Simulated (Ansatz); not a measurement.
**Be2Al (built on the sites of a database entry of Be2B): Grüneisen parameters**

Wanted: mode Grüneisen parameters of Be2Al (built on the sites of a database entry of Be2B).

Calculated with Ansatz 0.2.0; DFT PBEsol, scalar-relativistic, plane waves, PAW.

The structure was built from a prototype and need not be the compound's stable phase.

## 1. Starting point

It takes space group Fm-3m (No. 225, cubic). The conventional cell has a = 5.450 Å, b = 5.450 Å, c = 5.450 Å, α = 90.00°, β = 90.00°, γ = 90.00°. Nearest to Be lie 4 Al at 2.36 Å. Nearest to Al lie 8 Be at 2.36 Å. Farther neighbours are not listed.

## 2. Phonons on a q mesh

The cell comes from relaxations at this level that are not shown. Stability and thermal properties need the whole zone. Linear response on a 4×4×4 q mesh gives force constants as far as a supercell of that size would.

Contents of input.yaml:

```yaml
crystal:
  lattice:
    - [0.0, 2.72517104, 2.72517104]
    - [2.72517104, 0.0, 2.72517104]
    - [2.72517104, 2.72517104, 0.0]
  atoms:
    - { symbol: Be, position: [0.25, 0.25, 0.25] }
    - { symbol: Be, position: [0.75, 0.75, 0.75] }
    - { symbol: Al, position: [0.0, 0.0, 0.0] }
kpoints:
  mp_grid: { grid: [12, 12, 12] }
hamiltonian:
  xc: pbesol
scf:
  occupations: { method: methfessel_paxton, width: 0.15 }
output:
  eigenvalues: true
phonons:
  method: dfpt
  qmesh: [4, 4, 4]
  temperatures: { t_max: 1000, t_step: 50 }
  qpath:
    path:
      - [[0.0, 0.0, 0.0], [0.5, 0.0, 0.5], [0.625, 0.25, 0.625]]
      - [[0.375, 0.375, 0.75], [0.0, 0.0, 0.0], [0.5, 0.5, 0.5], [0.5, 0.25, 0.75], [0.5, 0.0, 0.5]]
    npoints: 10
```

On the command line:

```console
$ ansatz run input.yaml --threads 4 --pin off --max-ram 7168MiB --backend cpu --events-out ev --progress --plain --runs-dir out
```

Numbers of over 12 decimals in the logs are rounded to 6 here.

The program printed:

```text
Engine: ansatz 0.2.0, aarch64-unknown-linux-gnu
Pseudopotentials: kind: paw
Pseudopotential: Be, paw, valence charge 2, recommended cutoff 420 eV (normal), Be.paw.azcp
Pseudopotential: Al, paw, valence charge 3, recommended cutoff 420 eV (normal), Al.paw.azcp
Functional definition: PBEsol
  exchange = pbesol_x
  correlation = pbesol_c
Crystal: 3 atoms, lattice volume = 40.477 Å³
Basis set: ecut = 420 eV, 749 PW (Γ), exchange–correlation on 54×54×54 points (8 copies of the dense FFT grid, shifted against one another)
Bands: 8, of which v1, the nominal top of the filled ones, is band 4 counted from 1 (3 counted from 0)
Symmetry: 48 space group operations
k-points: 72 of 1728
Non-local potential: Be, projectors of the file, l = 0: 2, l = 1: 2, l = 2: 1
Non-local potential: Al, projectors of the file, l = 0: 2, l = 1: 2, l = 2: 1
PAW form: soft (Blöchl's): semilocal exchange-correlation on the pseudo side does not see the compensation charge
PAW frozen core: Be, regenerated for the run's functional, and the local potential with it (the file was generated under x = pbe(κ = 0.804, μ = 0.219515), c = pbe(β = 0.066725))
PAW frozen core: Al, regenerated for the run's functional, and the local potential with it (the file was generated under x = pbe(κ = 0.804, μ = 0.219515), c = pbe(β = 0.066725))
PAW one-centre angular grid: Be, 110 points (default); XC on 64 Gauss nodes
PAW one-centre angular grid: Al, 110 points (default); XC on 64 Gauss nodes
Initial density: superposition of atomic densities (neutral atoms: chi_scale 0, normalization atom), corrected by the library's trained network
Initial wavefunctions: pseudopotential atomic-orbital guess
Functional: x = pbesol(κ = 0.804, μ = 0.123457), c = pbesol(β = 0.046)
SCF iter   1: F=—  HF=-703.452480 eV  |F-HF|=—  |Δ(HF+E_count)|=         —  Δρ=2.22e-3  dr2=3.03e-3  ethr=1.77e-3  ⟨swp⟩=5.1  Hψ=4685  notcnv=0
preconditioner: auto → none  [metal: Δε(μ)=0.056 eV  Ē_g=8.113 eV  σ=0.150 eV  W_gap=0.31  n_scr=8 (ndim 8)  ℏωp=15.4 eV  f_vac=0.000  D(μ)=0.92/eV (n_scr^D=8)  sad-step TF]
SCF iter   2: F=—  HF=-703.452015 eV  |F-HF|=—  |Δ(HF+E_count)|=   4.66e-4  S|Δr|=    0.00e0  Δρ=1.46e-3  dr2=1.39e-3  ethr=4.33e-5  ⟨swp⟩=1.0  Hψ=1154  notcnv=0
SCF iter   3: F=—  HF=-703.451741 eV  |F-HF|=—  |Δ(HF+E_count)|=   2.74e-4  S|Δr|=    0.00e0  Δρ=9.37e-5  dr2=3.52e-6  ethr=1.98e-5  ⟨swp⟩=2.0  Hψ=794  notcnv=0
SCF iter   4: F=—  HF=-703.451742 eV  |F-HF|=—  |Δ(HF+E_count)|=   1.60e-6  S|Δr|=    0.00e0  Δρ=1.77e-5  dr2=8.05e-8  ethr=5.03e-8  ⟨swp⟩=2.2  Hψ=798  notcnv=0
SCF iter   5: F=—  HF=-703.451742 eV  |F-HF|=—  |Δ(HF+E_count)|=   1.10e-7  S|Δr|=    0.00e0  Δρ=1.21e-6  dr2=5.07e-10  ethr=1.15e-9  ⟨swp⟩=2.3  Hψ=781  notcnv=0
SCF iter   6: F=-703.451742 eV  HF=-703.451742 eV  |F-HF|=5.34e-12  |Δ(HF+E_count)|=  3.37e-10  S|Δr|=    0.00e0  Δρ=1.29e-7  dr2=4.12e-12  ethr=1.00e-12  ⟨swp⟩=5.0  Hψ=2620  notcnv=0
SCF 1 converged in 6 iterations: F = -703.451742 eV  dr2 = 4.12e-12
  greatest PAW one-centre occupation: 0.466 electrons in one spin orbital (limit 2), on the Al atom at site 2 (counted from 0), in its partial waves of l = 0
phonons: the bands overlap, so this run is a metal and interpolates without the dipole-dipole term. If the crystal is really an insulator or semiconductor, its LO-TO splitting is missing
NSCF: frozen V_eff on 72 k-points
WARN: eigensolver did not converge in 8 slots of this pass, the one above among them; of largest residual over every band (k=15): 1 band(s) unlocked (lowest unlocked band 7, counted from 0; max residual 1.32e-2 eV among the unlocked bands, 1.32e-2 eV over every band); of lowest unlocked band (k=1): band 7
NSCF: frozen V_eff on 163 k-points
DFPT response loops at q = (0, 0, 0) (fractional): preconditioner auto → Kerker (q_TF=auto, 2.036 Å⁻¹) (partly filled bands, converged f_vac=0.000); β = 1.00, the filter's whole step (`scf.mixing.beta` (0.50) is not read by the response loops under this deck's `scf.mixing.preconditioner`; to damp them name `kerker` or `kerker_dos`, under which they read `scf.mixing.beta`, and type it under 1.00, their step now; both keys bind the ground state too); Broyden in place of MSR1
NSCF: frozen V_eff on 1872 k-points
DFPT response loops at q = (0, 0, 0.25) (fractional): mixed as the last ones told, above
NSCF: frozen V_eff on 952 k-points
DFPT response loops at q = (0, 0, -0.5) (fractional): mixed as the last ones told, above
NSCF: frozen V_eff on 1020 k-points
DFPT response loops at q = (0, 0.25, 0.25) (fractional): mixed as the last ones told, above
NSCF: frozen V_eff on 3456 k-points
DFPT response loops at q = (0, 0.25, -0.5) (fractional): mixed as the last ones told, above
NSCF: frozen V_eff on 1872 k-points
DFPT response loops at q = (0, 0.25, -0.25) (fractional): mixed as the last ones told, above
NSCF: frozen V_eff on 560 k-points
DFPT response loops at q = (0, -0.5, -0.5) (fractional): mixed as the last ones told, above
NSCF: frozen V_eff on 1020 k-points
DFPT response loops at q = (0.25, -0.5, -0.25) (fractional): mixed as the last ones told, above
SCF converged after 6 iterations
Stability not checked: this state was not tested for a lower state beside it, because cold or Methfessel-Paxton smearing, or corrected tetrahedra, fill the levels in a way that the test cannot read (fill_not_monotonic; see scf.lower_state_search)
Free energy (F): -703.451742 eV
Harris-Foulkes:  -703.451742 eV  (|F-HF|=5.34e-12)
Internal energy: -703.451450 eV  (E = F + TS)
E sigma→0 (E₀):  -703.451669 eV
Entropy (-TS):   -0.000293 eV (-0.098 meV/atom)
Fermi energy:    5.104935 eV
--- Per-component energies (eV) ---
  E_band       = 10.281181
  E_kinetic    = 58.991731
  E_local      = 0.208088  (includes V_loc(G=0)·N_el)
  E_nonlocal   = 20.448394
  E_hartree    = 2.282711
  E_xc         = -75.938413
  E_vxc        = -67.246869  (∫ρ·V_xc dr)
  E_paw        = -569.580573  (= ΣΔE_a)
  E_vpaw       = -6.685582  (= ΣTr[D̂ρ^β])
  E_aug_tail   = -0.000004  (compensation charges beyond the density's cutoff)
  E_ewald      = -139.901585
  E_core_change = 0.038202  (= ΣΔE_core)
  E_smearing   = -0.000293  (= −TS)
  E_closure    = -0.000000  (closes the sum)
  Σ components = -703.451742   (vs F -703.451742, Δ=0.00e0)
--- Band table (eV; the first three rows and the last of 72) ---
  k-point 0: bands = ["-4.1887", "6.6096", "6.6096", "6.6096", "8.7765", "8.7765", "8.7765", "12.4158"]
  k-point 1: bands = ["-4.0990", "5.8688", "6.5019", "6.5019", "8.8752", "8.8752", "9.1250", "12.4828"]
  k-point 2: bands = ["-3.8306", "4.4808", "6.2863", "6.2863", "8.8935", "8.8935", "9.4583", "12.1659"]
  k-point 71: bands = ["0.0688", "1.4591", "1.4591", "1.9197", "9.3647", "9.3647", "11.5693", "11.9889"]
--- Phonons (Γ-DFPT): 2 representative perturbations + reference (Σ response iterations 6) ---
  ASR residual: 1.998e-5 → 0.000e0 eV/Å²; symmetrization residual: 5.509e-9 eV/Å²
  ASR residual per site (eV/Å²): 2.00e-5 2.00e-5 4.42e-6
  Γ frequencies (cm⁻¹): 0.00 0.00 0.00 278.96 278.96 278.96 483.56 483.56 483.56
--- Phonons (arbitrary-q DFPT): 8 irreducible q on the 4×4×4 mesh ---
  q = [0.0000, 0.0000, 0.0000] (star 1, of the zone-centre solve; hermiticity 1.19e-9, symmetrization 1.82e-15): 0.00 0.00 0.00 278.96 278.96 278.96 483.56 483.56 483.56
  q = [0.0000, 0.0000, 0.2500] (star 8, 2 solved perturbations on 936 of 1728 k-point pairs; hermiticity 9.72e-9, symmetrization 4.08e-15): -72.35 -72.35 96.77 286.49 286.49 353.15 430.25 481.86 481.86
  q = [0.0000, 0.0000, -0.5000] (star 4, 2 solved perturbations on 476 of 1728 k-point pairs; hermiticity 4.71e-9, symmetrization 3.10e-15): -112.59 -112.59 208.28 339.32 339.32 397.74 462.15 472.32 472.32
  q = [0.0000, 0.2500, 0.2500] (star 6, 4 solved perturbations in 1608 linear systems a pass and spin channel, the states on 510 of 1728 k-point pairs; hermiticity 2.39e-8, symmetrization 2.49e-15): -122.77 -122.77 171.35 327.12 327.12 360.77 413.29 478.00 478.00
  q = [0.0000, 0.2500, -0.5000] (star 24, 4 solved perturbations in 5328 linear systems a pass and spin channel, the states on 1728 of 1728 k-point pairs; hermiticity 1.14e-8, symmetrization 3.86e-15): -145.73 -109.98 192.06 355.12 366.47 402.94 451.04 468.66 475.01
  q = [0.0000, 0.2500, -0.2500] (star 12, 4 solved perturbations in 2892 linear systems a pass and spin channel, the states on 936 of 1728 k-point pairs; hermiticity 1.35e-8, symmetrization 4.29e-15): -96.20 -75.98 136.98 320.72 362.14 416.00 416.69 477.28 482.13
  q = [0.0000, -0.5000, -0.5000] (star 3, 4 solved perturbations in 886 linear systems a pass and spin channel, the states on 280 of 1728 k-point pairs; hermiticity 1.65e-8, symmetrization 1.64e-15): -173.05 -173.05 254.56 288.01 398.12 398.12 451.24 451.24 464.69
  q = [0.2500, -0.5000, -0.2500] (star 6, 4 solved perturbations in 1544 linear systems a pass and spin channel, the states on 510 of 1728 k-point pairs; hermiticity 4.46e-9, symmetrization 2.30e-15): -206.22 144.87 144.87 328.47 419.25 448.70 448.70 452.08 455.34
  sum rule: each row above includes the acoustic sum rule's correction from the zone centre's row sums; it moved no ω² by more than (0.78 cm⁻¹)²
  mesh force constants: q→R imaginary residual 4.66e-18; ASR residual 1.998e-5 → 0.000e0 eV/Å²; symmetrization residual 5.329e-15 eV/Å²
  interpolated dispersion: 62 rows × 9 modes
  density of states and harmonic sums: on the 20×20×20 q-mesh, interpolated from the force constants of a 4×4×4 supercell (no non-analytic term)
  largest difference from the sums on the solved wave vectors: F 4.68e-2 eV, S 6.13e-5 and C_V 1.59e-5 eV/K
  zero-point energy: 0.164052 eV/cell   skipped modes (ω ≤ 0): 464, of them read as no rigid motion or as one in doubt: 461 (1.753e0 modes/cell left out, lowest -206.22 cm⁻¹)   left out of the sums: 1.95e-1 of the cell's modes: C_V's classical limit lies that fraction below 3 k_B per atom; for a crystal, a wire or a layer, F and S can be off by more, and a phonons.interpolated_qmesh denser along its periods is the remedy for the sampling
```

The job ended after 97 s (4 threads of Arm Neoverse V1, shared host; peak memory 1.4 GiB).

In the SCF lines HF is the Harris–Foulkes energy and dr2 the Hartree energy of the density residual, in eV; the loop may stop once dr2 is under the threshold and the program's other checks hold. Hψ counts applications of the Hamiltonian.

This step gave:

| Quantity | Value |
| --- | --- |
| volume per atom | 13.49 Å³ |
| gap on the k-mesh | 0 eV |
| sum-rule residual before enforcement | 2.00e-5 eV/Å² |
| lowest frequency on the path | -206.2 cm⁻¹ |
| point group | m-3m |
| highest frequency on the path or at a solved wavevector | 486.4 cm⁻¹ |
| highest optical mode at the zone centre (no LO-TO term) | 483.6 cm⁻¹ |
| lowest optical zone-centre mode | 279.0 cm⁻¹ |
| lowest mode on the q mesh (acoustic modes at Γ apart) | -206.2 cm⁻¹ |

Frequencies (cm⁻¹) solved at each irreducible wavevector; negative means imaginary. Frequencies by wavevector, by row:

```
q in reciprocal lattice units  star  mode 1  mode 2  mode 3  mode 4  mode 5  mode 6  mode 7  mode 8  mode 9
                        0 0 0     1       0       0       0     279     279     279   483.6   483.6   483.6
                     0 0 0.25     8   -72.3   -72.3    96.8   286.5   286.5   353.1   430.2   481.9   481.9
                     0 0 -0.5     4  -112.6  -112.6   208.3   339.3   339.3   397.7   462.1   472.3   472.3
                  0 0.25 0.25     6  -122.8  -122.8   171.3   327.1   327.1   360.8   413.3     478     478
                  0 0.25 -0.5    24  -145.7    -110   192.1   355.1   366.5   402.9     451   468.7     475
                 0 0.25 -0.25    12   -96.2     -76     137   320.7   362.1     416   416.7   477.3   482.1
                  0 -0.5 -0.5     3  -173.1  -173.1   254.6     288   398.1   398.1   451.2   451.2   464.7
              0.25 -0.5 -0.25     6  -206.2   144.9   144.9   328.5   419.2   448.7   448.7   452.1   455.3
```

Symmetry leaves 8 wavevectors to solve. The lowest mode among them, the acoustic zeros apart, lies at q = (0.25, -0.5, -0.25) and is imaginary, 206.2i cm⁻¹, so the energy falls along it.

## 3. Relaxing at another volume, volume ratio 0.97

The volume is scaled by 0.97 and held; symmetry leaves nothing to relax, so this is a single point. The modes can then be followed against volume.

input.yaml, the sections that differ from step 2:

```yaml
crystal:
  lattice:
    - [0.0, 2.6976421777, 2.6976421777]
    - [2.6976421777, 0.0, 2.6976421777]
    - [2.6976421777, 2.6976421777, 0.0]
  atoms:
    - { symbol: Be, position: [0.25, 0.25, 0.25] }
    - { symbol: Be, position: [0.75, 0.75, 0.75] }
    - { symbol: Al, position: [0.0, 0.0, 0.0] }
output:
  forces: true
  stress: true
  eigenvalues: true
  write_density: true
  write_potential: true
  elf: true
  volumetric_format: npy
# kpoints, hamiltonian, scf: as in step 2
# phonons: removed
```

The program printed:

```text
[...]
Crystal: 3 atoms, lattice volume = 39.263 Å³
Basis set: ecut = 420 eV, 749 PW (Γ), exchange–correlation on 54×54×54 points (8 copies of the dense FFT grid, shifted against one another)
Bands: 8, of which v1, the nominal top of the filled ones, is band 4 counted from 1 (3 counted from 0)
Symmetry: 48 space group operations
[...]
k-points: 72 of 1728
[...]
Internal energy: -703.442021 eV  (E = F + TS)
E sigma→0 (E₀):  -703.442394 eV
Entropy (-TS):   -0.000497 eV (-0.166 meV/atom)
Fermi energy:    5.342166 eV
[...]
--- Stress (GPa, compression-positive) ---
        2.497924       0.000000       0.000000
        0.000000       2.497924      -0.000000
        0.000000      -0.000000       2.497924
  P = ⅓ Tr σ = 2.4979 GPa (24.979 kbar)
--- Band table (eV; the first three rows and the last of 72) ---
[...]
[key lines of the parts left out:]
SCF converged after 5 iterations
Free energy (F): -703.442518 eV
```

Run time: 1.3 s. Hardware: 4 threads; peak memory 0.31 GiB.

This step gave:

```
pressure        : 2.498 GPa
volume per atom : 13.09 Å³
```

Electrostatic potential energy in the ac plane of a cell with a along [110], b along [-110] and c along [001] of the cube at fractional y = 0.000, with atoms of Be and Al within 0.2 Å of it. With pseudopotentials it is smooth inside the atoms' cores, unlike the true potential.

Values in eV, 8 rows by 16 columns, each cell a mean:
```
 -7  -9   1   2   1   2  -6  -9  -7  -9   1   2   1   2  -6  -9
  1   3  -2 -26 -32 -10   3   1   1   3  -2 -26 -32 -10   3   1
  9   8   1 -19 -24  -5   6   9   9   8   1 -19 -24  -5   6   9
 10   9   8   5   5   7   9  10  10   9   8   5   5   7   9  10
 10   9   7   2   1   5   9  10  10   9   7   2   1   5   9  10
  8   7  -1 -26 -32  -9   6   8   8   7  -1 -26 -32  -9   6   8
 -4   0  -1 -19 -24  -6   1  -3  -4   0  -1 -19 -24  -6   1  -3
 -4 -10   1   4   4   3  -7  -7  -4 -10   1   4   4   3  -7  -7
```
Columns run along a (7.6 Å; values clipped at the 3rd and 97th percentile), rows up along c (5.4 Å), edges of the conventional cell, whose origin can differ from the input's. Atoms in or near the plane, at fractional coordinates: Be at (0.25, 0.25), Be at (0.75, 0.25), Be at (0.25, 0.75), Be at (0.75, 0.75), Al at (0.00, 0.00), Al at (0.50, 0.00).

Valence density in the ac plane of a cell with a along [110], b along [-110] and c along [001] of the cube at fractional y = 0.000, with atoms of Be and Al within 0.2 Å of it. It is the smooth field of the valence electrons, not physical close to the nuclei.

Ten even steps from '_' (0.03 e/Å³) to '@' (0.27 e/Å³), each cell a mean:
```
..==%%@@####%%@@%%==..::**@@%%####%%@@**::
++##@@@@%%##%%@@@@##++**@@@@@@%%%%@@@@@@**
##%%%%@@**==##@@%%%%####%%@@%%++++%%@@%%##
==++**##==..++##**++====++##**::::****++==
..::--++******++--::..::--==********==--::
__..::==**##**==::..____..--++####++--..__
____..--++##++--..______..::==****==::____
____..--**##**--..______..::++##**++::..__
....::++**##**==::......::--**####**--::..
::--==**++==++**==--::--==++**====**++==--
++**##%%++..++%%##**++****%%##::--####****
##%%@@@@%%**%%@@@@%%####@@@@@@**##@@@@@@##
--**@@@@%%##%%@@@@**--==%%@@%%%%%%@@@@%%==
..--%%%%######@@%%--..::++@@%%####%%@@++..
```
Columns run along a (7.6 Å), rows up along c (5.4 Å), edges of the conventional cell, whose origin can differ from the input's. Atoms in or near the plane, at fractional coordinates: Be at (0.25, 0.25), Be at (0.75, 0.25), Be at (0.25, 0.75), Be at (0.75, 0.75), Al at (0.00, 0.00), Al at (0.50, 0.00).

ELF in the ac plane of a cell with a along [110], b along [-110] and c along [001] of the cube at fractional y = 0.000, with atoms of Be and Al within 0.2 Å of it. It is the smooth field of the valence electrons, not physical close to the nuclei.

Ten even steps from '0' (0.00) to '9' (0.75), each cell a mean:
```
117998997210499889941
369975799634898558984
789720279877995015997
567400047656762002676
234421244323443123443
012467652101235665321
002578752000136886310
002578752000136886310
123454443211245444421
445410145444552002554
678510158767873003787
689842489866996227997
148987898312699779962
116999996111389999831
```
Columns run along a (7.6 Å), rows up along c (5.4 Å), edges of the conventional cell, whose origin can differ from the input's. Atoms in or near the plane, at fractional coordinates: Be at (0.25, 0.25), Be at (0.75, 0.25), Be at (0.25, 0.75), Be at (0.75, 0.75), Al at (0.00, 0.00), Al at (0.50, 0.00).

(Continued in part 2 of 2.)

[Logs are printed without paths, hosts, clocks, repeated set-up lines and the standing remarks that a program may print on its own settings, such as how far it seeks lower states.]

[Hosts, paths, dates, database ids (printed as entryN), source tags and the programs' standing remarks are cut or masked in the printed files.]
